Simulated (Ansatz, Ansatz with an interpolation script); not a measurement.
# From a coarse GW mesh to bands everywhere: AlH3 (R-3c)

Wanted: quasiparticle gap and band widths of AlH3 (R-3c) over the whole zone.

Method: LDA, Wannier functions and G0W0, plane waves, PAW, in Ansatz 0.2.0.

## 1. Set-up

It takes space group R-3c (No. 167, trigonal). Conventional cell: a = 4.449 Å, b = 4.449 Å, c = 11.804 Å, α = 90.00°, β = 90.00°, γ = 120.00°. Nearest to Al lie 6 H at 1.72 Å. H has 2 Al at 1.72 Å nearest. Farther neighbours are not listed.

The cell and positions come from the Crystallography Open Database and are kept as given unless a step says otherwise.

## 2. LDA bands

Levels along a band path, at the cheap level, show where the edges lie and whether the meshes to come will hold them.

This step: DFT, LDA, plane waves, PAW; PAW set soft_1.

Input file input.yaml:

```yaml
crystal:
  lattice:
    - [2.22465, 1.2844022764, 3.9345666667]
    - [-2.22465, 1.2844022764, 3.9345666667]
    - [0.0, -2.5688045527, 3.9345666667]
  atoms:
    - { symbol: Al, position: [0.0, 0.0, 0.0] }
    - { symbol: Al, position: [0.5, 0.5, 0.5] }
    - { symbol: H, position: [0.878, 0.622, 0.25] }
    - { symbol: H, position: [0.25, 0.878, 0.622] }
    - { symbol: H, position: [0.622, 0.25, 0.878] }
    - { symbol: H, position: [0.122, 0.378, 0.75] }
    - { symbol: H, position: [0.75, 0.122, 0.378] }
    - { symbol: H, position: [0.378, 0.75, 0.122] }
kpoints:
  mp_grid: { grid: [4, 4, 4] }
  band_path:
    path:
      - [[0.0, 0.0, 0.0], [0.5, 0.5, 0.5], [0.76229103, 0.23770897, 0.5]]
      - [[0.5, -0.23770897, 0.23770897], [0.5, 0.0, 0.0], [0.0, 0.0, 0.0], [0.36885449, -0.36885449, 0.0]]
      - [[0.63114551, 0.0, 0.36885449], [0.5, 0.0, 0.5], [0.0, 0.0, 0.0]]
    npoints: 10
hamiltonian:
  xc: lda
  pseudopotentials: { kind: paw, azcp: { folder: soft_1 }, xc_functional: pbe }
scf:
  occupations: { method: fermi_dirac, width: 0.02 }
  n_extra_bands: 35
output:
  eigenvalues: true
  fatbands: true
  write_density: true
  write_potential: true
  elf: true
  volumetric_format: npy
```

Run with:

```
$ ansatz run input.yaml --threads 3 --pin off --max-ram 92160MiB --backend cuda --events-out ev --progress --plain --runs-dir out --devices 1 --max-vram 13GiB
```

Numbers of over 12 decimals in the logs are rounded to 6 here.

The log of the run:

```text
scf.n_extra_bands = 35 over 6 filled bands (N_el = 12.0): the run solves 41 bands
GPUs: using 1 of 1 available (devices: 1).
Engine: ansatz 0.2.0, x86_64-unknown-linux-gnu
Pseudopotentials: kind: paw
Pseudopotential: Al, paw, valence charge 3, recommended cutoff 420 eV (normal), soft_1/Al.paw.azcp
Pseudopotential: H, paw, valence charge 1, recommended cutoff 420 eV (normal), soft_1/H.paw.azcp
Functional definition: SPW92
  exchange = slater_x
  correlation = pw_c
device memory: the entry about to start is reckoned to put 2.2 GiB on a device that reports 42.6 GiB free (of which the cap on the GPU budget leaves the run 13.0 GiB)
GPU FFT provider: cuFFT
GPU libraries: cuBLAS 13.8.2, cuFFT 12.4.0, cuSOLVER 12.3.4
Crystal: 8 atoms, lattice volume = 67.454 Å³
Basis set: ecut = 420 eV, 1309 PW (Γ)
Bands: 41, of which v1, the nominal top of the filled ones, is band 6 counted from 1 (5 counted from 0)
Symmetry: 12 space group operations
Space group: R-3c (ITA 167), of the structure as read, at distance tolerance 4.1e-5 Å
k-points: 13 of 64
Non-local potential: Al, projectors of the file, l = 0: 2, l = 1: 2, l = 2: 1
Non-local potential: H, projectors of the file, l = 0: 2, l = 1: 1
PAW form: soft (Blöchl's): semilocal exchange-correlation on the pseudo side does not see the compensation charge
PAW frozen core: Al, regenerated for the run's functional, and the local potential with it (the file was generated under x = pbe(κ = 0.804, μ = 0.219515), c = pbe(β = 0.066725))
PAW one-centre angular grid: Al, 110 points (default); XC on 64 Gauss nodes
PAW one-centre angular grid: H, 110 points (default); XC on 64 Gauss nodes
Initial density: superposition of atomic densities (chi_scale 0.1, normalization cell, long waves kept (reshape's long-wave potential 0.00 eV rms))
Initial wavefunctions: pseudopotential atomic-orbital guess
GPU buffer pool allocated for 32768 grid points (all kernels)
GPU transforms: local potential and band sums: pruned to the plane-wave sphere, on 32×32×32
Functional: x = slater, c = lda
SCF iter   1: F=—  HF=-1120.961248 eV  |F-HF|=—  |Δ(HF+E_count)|=         —  Δρ=8.33e-2  dr2=3.52e0  ethr=3.10e-3  ⟨swp⟩=5.0  Hψ=2475  notcnv=0  defer=134
preconditioner: auto → none  [insulator: Δε(μ)=2.766 eV  Ē_g=23.106 eV  σ=0.020 eV  W_gap=1.00  n_scr=14 (ndim 8)  ℏωp=15.7 eV  f_vac=0.000  D(μ)=0.00/eV (n_scr^D=0)  ε∞_Penn≈1.5]
SCF iter   2: F=—  HF=-1119.823436 eV  |F-HF|=—  |Δ(HF+E_count)|=    1.14e0  Δρ=2.98e-2  dr2=4.77e-1  ethr=3.10e-3  ⟨swp⟩=3.0  Hψ=786  notcnv=0  defer=365
SCF iter   3: F=—  HF=-1119.639575 eV  |F-HF|=—  |Δ(HF+E_count)|=   1.84e-1  Δρ=1.88e-3  dr2=8.46e-4  ethr=3.10e-3  ⟨swp⟩=3.0  Hψ=314  notcnv=0  defer=365
SCF iter   4: F=—  HF=-1119.639147 eV  |F-HF|=—  |Δ(HF+E_count)|=   4.27e-4  Δρ=1.83e-4  dr2=1.56e-5  ethr=7.05e-6  ⟨swp⟩=2.6  Hψ=249  notcnv=0  defer=365
SCF iter   5: F=—  HF=-1119.639156 eV  |F-HF|=—  |Δ(HF+E_count)|=   8.88e-6  Δρ=2.07e-5  dr2=1.55e-7  ethr=1.30e-7  ⟨swp⟩=1.1  Hψ=535  notcnv=0  defer=365
SCF iter   6: F=-1119.639156 eV  HF=-1119.639156 eV  |F-HF|=0.00e0  |Δ(HF+E_count)|=   3.93e-8  Δρ=1.06e-6  dr2=3.29e-10  ethr=8.33e-10  ⟨swp⟩=9.6  Hψ=3404  notcnv=0
SCF 1 converged in 6 iterations: F = -1119.639156 eV  dr2 = 3.29e-10
[...]
device memory: the entry about to start is reckoned to put 3.1 GiB on a device that reports 43.3 GiB free (of which the cap on the GPU budget leaves the run 13.0 GiB)
NSCF: frozen V_eff on 73 k-points, pencils in batches of 32, up to order 184
SCF converged after 6 iterations
Free energy (F): -1119.639156 eV
Harris-Foulkes:  -1119.639156 eV  (|F-HF|=0.00e0)
Internal energy: -1119.639156 eV  (E = F + TS)
E sigma→0 (E₀):  -1119.639156 eV
Fermi energy:    2.028966 eV
--- Per-component energies (eV) ---
  E_band       = -26.442023
  E_kinetic    = 128.777314
  E_local      = -83.793210  (includes V_loc(G=0)·N_el)
  E_nonlocal   = 23.102961
  E_hartree    = 22.883724
  E_xc         = -127.897178
  E_vxc        = -128.388758  (∫ρ·V_xc dr)
  E_paw        = -893.658643  (= ΣΔE_a)
  E_vpaw       = -11.902001  (= ΣTr[D̂ρ^β])
  E_aug_tail   = -0.005807  (compensation charges beyond the density's cutoff)
  E_ewald      = -189.159750
  E_core_change = 0.111433  (= ΣΔE_core)
  E_smearing   = -0.000000  (= −TS)
  E_closure    = -0.000000  (closes the sum)
  Σ components = -1119.639156   (vs F -1119.639156, Δ=0.00e0)
--- Band table (eV; the first three rows and the last of 13) ---
  k-point 0: bands = [... 2 lower, -0.7511, -0.7511, 0.9787, 0.9787, 2.9929, 6.6445, 6.7271, 6.7271, ... 31 higher]
  k-point 1: bands = [... 2 lower, -1.1533, -0.8407, 0.2879, 0.5399, 4.0556, 5.8211, 6.7063, 7.2138, ... 31 higher]
  k-point 2: bands = [... 2 lower, -0.6983, -0.6983, -0.3600, -0.3600, 4.7103, 4.7103, 8.4453, 8.4453, ... 31 higher]
  k-point 12: bands = [... 2 lower, -0.2403, -0.2403, -0.2403, -0.2403, 5.5830, 5.5830, 9.1963, 9.1963, ... 31 higher]
```

The job ended after 15 s (1 × NVIDIA H100 80GB HBM3 (shared by 6 runs) with 3 threads of AMD EPYC 7R13 (Zen 3), shared host; peak memory 0.9 GiB; 14 s of CPU time).

The column dr2 measures how far the density is from self-consistency, as an energy; F and HF (Harris–Foulkes) agree once it is small.

This step gave:

| Quantity | Value |
| --- | --- |
| filled bands | 6 |
| gap | 1.949 eV |
| valence top at | k = (0.579, 0.000, 0.421) |
| conduction bottom at | Γ |
| least direct gap | 2.014 eV |

The gap is indirect, with the least direct gap 0.07 eV higher.

The electronic bands at the labelled points (eV, zero at the top of the highest nominally filled band; v1 is the highest filled band, c1 the lowest empty one):

```tsv
point	v4	v3	v2	v1	c1	c2	c3	c4
Γ	-1.80	-1.80	-0.07	-0.07	1.95	5.60	5.68	5.68
halfway	-1.71	-1.71	-0.52	-0.52	3.51	5.79	6.07	6.07
T	-1.28	-1.28	-1.28	-1.28	4.54	4.54	8.15	8.15
halfway	-2.90	-2.90	-0.63	-0.63	5.42	5.42	7.05	7.05
H2	-4.04	-4.04	-0.72	-0.72	5.64	5.64	8.11	8.11
jump to H0	-4.04	-4.04	-0.72	-0.72	5.64	5.64	8.11	8.11
halfway	-2.91	-2.91	-1.08	-1.08	5.11	5.11	7.03	7.03
L	-1.74	-1.74	-1.40	-1.40	3.67	3.67	7.40	7.40
halfway	-2.20	-1.88	-0.76	-0.50	3.01	4.78	5.66	6.17
Γ	-1.80	-1.80	-0.07	-0.07	1.95	5.60	5.68	5.68
halfway	-2.91	-1.62	-1.24	-0.70	3.47	5.05	5.95	6.48
S0	-4.28	-2.85	-2.17	-0.11	5.88	6.09	6.51	8.41
jump to S2	-4.28	-2.85	-2.17	-0.11	5.88	6.09	6.51	8.41
halfway	-4.44	-3.14	-2.66	-0.01	5.32	7.05	7.07	8.28
F	-3.75	-3.24	-3.10	-0.07	5.29	7.31	7.55	7.65
halfway	-2.69	-2.58	-1.96	-0.02	4.14	5.47	6.41	6.50
Γ	-1.80	-1.80	-0.07	-0.07	1.95	5.60	5.68	5.68
```

Valence density in the ac plane of the conventional cell at fractional y = 0.000, with atoms of Al and H within 0.2 Å of it. It is the smooth field of the valence electrons, not physical close to the nuclei.

Ten steps, logarithmic in the rise over the least value, from '0' (0.0 e/Å³) to '9' (1.4 e/Å³), each cell a mean:
```
34666643234543
55789864334555
44678764333444
12345554443322
00123456665310
00122467997420
00123457886420
01233445654310
23456654433332
45689864334444
45688754334554
24565532344543
34554323566653
55543335799765
44443345788654
12233444555432
01246765433210
01368986532110
01357986432110
01245555443210
23333345666532
44443345799754
45543334688765
23554323456653
```
Columns run along a (4.4 Å), rows up along c (11.8 Å), edges of the conventional cell, whose origin can differ from the input's. Atoms in or near the plane, at fractional coordinates: Al at (0.00, 0.50), Al at (0.00, 0.00), H at (0.63, 0.75), H at (0.67, 0.08), H at (0.71, 0.42), H at (0.37, 0.25), H at (0.33, 0.92), H at (0.29, 0.58).

ELF in the ac plane of the conventional cell at fractional y = 0.000, with atoms of Al and H within 0.2 Å of it. It is the smooth field of the valence electrons, not physical close to the nuclei.

Values, 24 rows by 14 columns, each cell a mean:
```
0.08 0.20 0.67 0.83 0.86 0.80 0.53 0.14 0.07 0.13 0.22 0.23 0.11 0.05
0.16 0.49 0.92 0.99 1.00 0.99 0.93 0.43 0.09 0.10 0.20 0.29 0.28 0.19
0.15 0.36 0.81 0.98 0.99 0.97 0.86 0.42 0.12 0.10 0.14 0.19 0.20 0.16
0.05 0.10 0.34 0.57 0.66 0.60 0.41 0.30 0.30 0.26 0.15 0.09 0.06 0.05
0.01 0.02 0.05 0.09 0.13 0.20 0.44 0.73 0.86 0.85 0.68 0.35 0.08 0.02
0.01 0.02 0.03 0.04 0.07 0.26 0.77 0.98 1.00 1.00 0.98 0.80 0.23 0.02
0.01 0.02 0.03 0.04 0.07 0.23 0.69 0.95 0.99 0.99 0.95 0.69 0.18 0.02
0.02 0.03 0.09 0.18 0.25 0.26 0.34 0.54 0.69 0.66 0.45 0.20 0.05 0.02
0.08 0.18 0.53 0.79 0.85 0.79 0.57 0.29 0.19 0.15 0.11 0.10 0.10 0.08
0.18 0.44 0.88 0.99 1.00 0.99 0.92 0.47 0.12 0.10 0.17 0.23 0.25 0.20
0.10 0.43 0.90 0.98 0.99 0.98 0.86 0.34 0.07 0.10 0.20 0.28 0.24 0.13
0.21 0.09 0.44 0.64 0.67 0.58 0.30 0.09 0.12 0.23 0.30 0.26 0.08 0.06
0.08 0.06 0.18 0.24 0.18 0.09 0.07 0.31 0.70 0.85 0.85 0.79 0.44 0.08
0.15 0.24 0.30 0.25 0.15 0.08 0.19 0.74 0.98 1.00 1.00 0.98 0.76 0.25
0.15 0.18 0.20 0.17 0.12 0.10 0.22 0.67 0.94 0.99 0.99 0.93 0.60 0.21
0.04 0.06 0.07 0.11 0.21 0.29 0.30 0.33 0.51 0.65 0.63 0.47 0.20 0.06
0.01 0.03 0.18 0.54 0.78 0.87 0.82 0.61 0.29 0.15 0.11 0.06 0.03 0.02
0.01 0.07 0.53 0.94 0.99 1.00 0.99 0.92 0.51 0.12 0.05 0.03 0.02 0.02
0.01 0.06 0.43 0.87 0.98 0.99 0.98 0.86 0.45 0.12 0.05 0.03 0.02 0.02
0.02 0.03 0.10 0.33 0.57 0.70 0.63 0.44 0.28 0.25 0.22 0.13 0.06 0.02
0.07 0.09 0.10 0.10 0.13 0.17 0.22 0.43 0.70 0.84 0.83 0.69 0.33 0.10
0.18 0.23 0.25 0.21 0.13 0.09 0.23 0.75 0.98 1.00 1.00 0.96 0.69 0.26
0.09 0.18 0.27 0.25 0.14 0.07 0.14 0.63 0.95 0.99 0.99 0.96 0.73 0.19
0.21 0.03 0.17 0.30 0.28 0.17 0.08 0.16 0.45 0.64 0.66 0.58 0.25 0.07
```
Columns run along a (4.4 Å), rows up along c (11.8 Å), edges of the conventional cell, whose origin can differ from the input's. Atoms in or near the plane, at fractional coordinates: Al at (0.00, 0.50), Al at (0.00, 0.00), H at (0.63, 0.75), H at (0.67, 0.08), H at (0.71, 0.42), H at (0.37, 0.25), H at (0.33, 0.92), H at (0.29, 0.58).

## 3. Wannier functions (Al:3s Al:3p H:1s) on 8×8×8

Localised functions give a small Hamiltonian that interpolates between mesh points at no cost.

This step: maximally localised Wannier functions, LDA, plane waves, PAW; PAW set soft_1.

input.yaml, the sections that differ from step 2:

```yaml
kpoints:
  mp_grid: { grid: [4, 4, 4] }
scf:
  occupations: { method: fixed }
  n_extra_bands: 35
output:
  wannier:
    kmesh: [8, 8, 8]
    projections:
      - { species: Al, l: s, shell: 3 }
      - { species: Al, l: p, shell: 3 }
      - { species: H, l: s, shell: 1 }
    minimise: true
    write_hr: true
    seedname: w
    conv_tol: 1.0e-06
    max_iter: 20000
    stability_check: false
    disentanglement:
      window: [-7.95, 21.75]
      frozen_window: [-7.95, 5.99]
      conv_tol: 1.0e-08
# crystal, hamiltonian: as in step 2
```

The log of the run:

```text
[...]
GPUs: using 1 of 1 available (devices: 1).
[...]
GPU FFT provider: cuFFT
GPU libraries: cuBLAS 13.8.2, cuFFT 12.4.0, cuSOLVER 12.3.4
Crystal: 8 atoms, lattice volume = 67.454 Å³
Basis set: ecut = 420 eV, 1309 PW (Γ)
Bands: 41, of which v1, the nominal top of the filled ones, is band 6 counted from 1 (5 counted from 0)
Symmetry: 12 space group operations
[...]
k-points: 13 of 64
[...]
GPU buffer pool allocated for 32768 grid points (all kernels)
[...]
SCF iter   1: F=—  HF=-1120.961248 eV  |F-HF|=—  |Δ(HF+E_count)|=         —  Δρ=8.33e-2  dr2=3.53e0  ethr=3.10e-3  ⟨swp⟩=4.0  Hψ=1987  notcnv=0  defer=300
[...]
SCF iter   6: F=-1119.639156 eV  HF=-1119.639156 eV  |F-HF|=2.14e-11  |Δ(HF+E_count)|=   2.49e-8  Δρ=9.51e-7  dr2=3.11e-10  ethr=8.33e-10  ⟨swp⟩=10.2  Hψ=3794  notcnv=0
SCF 1 converged in 6 iterations: F = -1119.639156 eV  dr2 = 3.11e-10
[...]
NSCF: frozen V_eff on 13 k-points
the band table was solved once the SCF had ended and its energy, with any forces and stress, was formed, with the checks that follow a solve (2137 applications of the Hamiltonian). They found nothing against the state; the energy, forces and stress were not computed again (output.eigenvalues in the input reference)
[...]
NSCF: frozen V_eff on 68 k-points, pencils in batches of 32, up to order 164
the Wannier pass solved 68 of the 512 points of its mesh, and has the states at the others by symmetry: states obtained by the crystal's operations at points that were solved too leave a residual of 2.06e-13 eV (read by the count's bands and the next), within 8.33e-6 eV
SCF converged after 6 iterations
Free energy (F): -1119.639156 eV
[...]
Internal energy: -1119.639156 eV  (E = F + TS)
E sigma→0 (E₀):  -1119.639156 eV
Fermi energy:    1.027552 eV
[...]
--- Band table (eV; the first three rows and the last of 13) ---
  k-point 0: bands = [... 2 lower, -0.7511, -0.7511, 0.9787, 0.9787, 2.9929, 6.6445, 6.7271, 6.7271, ... 31 higher]
  k-point 1: bands = [... 2 lower, -1.1533, -0.8407, 0.2879, 0.5399, 4.0556, 5.8211, 6.7063, 7.2138, ... 31 higher]
  k-point 2: bands = [... 2 lower, -0.6983, -0.6983, -0.3600, -0.3600, 4.7103, 4.7103, 8.4453, 8.4453, ... 31 higher]
  k-point 12: bands = [... 2 lower, -0.2403, -0.2403, -0.2403, -0.2403, 5.5830, 5.5830, 9.1963, 9.1963, ... 31 higher]
Wannier search: line search 1 of at most 20000: gauge-dependent spread (as the search counts it) 10.1990479 Å², largest recent change 1.9e0 Å² against conv_tol 1.0e-6 Å², 0 stops escaped
```

Run time: 14 s. Hardware: 1 × NVIDIA H100 80GB HBM3 (shared by 6 runs) with 3 threads; peak memory 1 GiB.

w.win, one line in 2:

```text
! ansatz wannier90 interface
! states of the run's bands (counted from 1): 1-28
num_wann  = 14
conv_tol = 1e-6
dis_win_min = -7.95
dis_froz_min = -7.95
dis_num_iter = 10000
guiding_centres = true

Ang
       -2.224650000012095       1.2844022763763505       3.9345666666945593
end unit_cell_cart
begin atoms_frac
Al                       0.5                      0.5                      0.5
H                       0.25                    0.878                    0.622
H                      0.122                    0.378                     0.75
H                      0.378                     0.75                    0.122
```

This step gave:

| Quantity | Value |
| --- | --- |
| gauge-invariant spread | 24.69 Å² |
| diagonal spread | 0.01548 Å² |
| off-diagonal spread | 7.930 Å² |
| total spread | 32.63 Å² |
| least projectability | 0.4621 |
| localisation steps | 57 |
| disentanglement steps | 542 |
| r.m.s. interpolation error | 0.007611 eV |
| r.m.s. error near the gap | 0.01046 eV |

Near the gap the model misses directly solved bands by 10.5 meV r.m.s. and by 84 meV at most in the window tested. This tests the starting bands, not the corrections carried with them.

Wannier functions, by row:

```tsv
function	x (Å)	y (Å)	z (Å)	spread (Å²)	nearest atom	distance (Å)
1	0	0	0	2.293	Al1	0
2	0	0	5.902	2.293	Al2	0
3	0	0	0	2.98	Al1	0
4	0	0	0	3.362	Al1	0
5	0	0	0	3.362	Al1	0
6	0	0	5.902	2.98	Al2	0
7	0	0	5.902	3.362	Al2	0
8	0	0	5.902	3.362	Al2	0
9	0.673	1.284	6.885	1.441	H3	0.103
10	-1.449	-0.059	6.885	1.441	H4	0.103
11	0.776	-1.225	6.885	1.441	H5	0.103
12	-0.673	-1.284	4.918	1.441	H6	0.103
13	1.449	0.059	4.918	1.441	H7	0.103
14	-0.776	1.225	4.918	1.441	H8	0.103
```

Frozen up to 4.95 eV; above it the model need not follow the bands. The electronic bands at the labelled points (eV, zero at the valence-band top; v1 is the highest filled band, c1 the lowest empty one):

```tsv
point	v4	v3	v2	v1	c1	c2	c3	c4
Γ	-1.80	-1.80	-0.07	-0.07	1.95	5.68	5.68	6.86
halfway	-1.71	-1.71	-0.52	-0.52	3.51	5.99	6.48	6.48
T	-1.28	-1.28	-1.28	-1.28	4.54	4.54	8.82	8.82
halfway	-2.90	-2.90	-0.63	-0.63	5.58	5.58	7.88	7.88
H2	-4.04	-4.04	-0.72	-0.72	6.02	6.02	8.58	8.58
jump to H0	-4.04	-4.04	-0.72	-0.72	6.02	6.02	8.58	8.58
halfway	-2.91	-2.91	-1.08	-1.08	5.23	5.23	7.93	7.93
L	-1.74	-1.74	-1.40	-1.40	3.67	3.67	8.24	8.24
halfway	-2.20	-1.88	-0.76	-0.50	3.01	4.78	6.51	7.12
Γ	-1.80	-1.80	-0.07	-0.07	1.95	5.68	5.68	6.86
halfway	-2.91	-1.62	-1.24	-0.70	3.48	5.30	6.66	7.66
S0	-4.28	-2.85	-2.17	-0.11	6.19	6.58	7.99	8.62
jump to S2	-4.28	-2.85	-2.17	-0.11	6.19	6.58	7.99	8.62
halfway	-4.44	-3.14	-2.67	-0.01	6.15	7.18	8.07	9.30
F	-3.75	-3.24	-3.10	-0.07	6.22	7.61	7.65	9.69
halfway	-2.69	-2.58	-1.96	-0.02	4.14	6.49	6.82	7.09
Γ	-1.80	-1.80	-0.07	-0.07	1.95	5.68	5.68	6.86
```

The same for Kohn-Sham, solved directly:

```tsv
point	v4	v3	v2	v1	c1	c2	c3	c4
Γ	-1.80	-1.80	-0.07	-0.07	1.95	5.60	5.68	5.68
T	-1.28	-1.28	-1.28	-1.28	4.54	4.54	8.15	8.15
H2	-4.04	-4.04	-0.72	-0.72	5.64	5.64	8.11	8.11
H0	-4.04	-4.04	-0.72	-0.72	5.64	5.64	8.11	8.11
L	-1.74	-1.74	-1.40	-1.40	3.67	3.67	7.40	7.40
Γ	-1.80	-1.80	-0.07	-0.07	1.95	5.60	5.68	5.68
S0	-4.28	-2.85	-2.17	-0.11	5.88	6.09	6.51	8.41
S2	-4.28	-2.85	-2.17	-0.11	5.88	6.09	6.51	8.41
F	-3.75	-3.24	-3.10	-0.07	5.29	7.31	7.55	7.65
Γ	-1.80	-1.80	-0.07	-0.07	1.95	5.60	5.68	5.68
```

(Continued in part 2 of 2.)

[Paths, hosts, dates, memory and timing lines, banners, echoed tables and standing remarks are left out of the program output.]

[Logs are printed without paths, hosts, clocks, repeated set-up lines and the standing remarks that a program may print on its own settings, such as how far it seeks lower states.]

[Runs of the session that timed out or met a known fault of the program may be left out.]

[Hosts, paths, dates, database ids (printed as entryN), source tags and the programs' standing remarks are cut or masked in the printed files.]
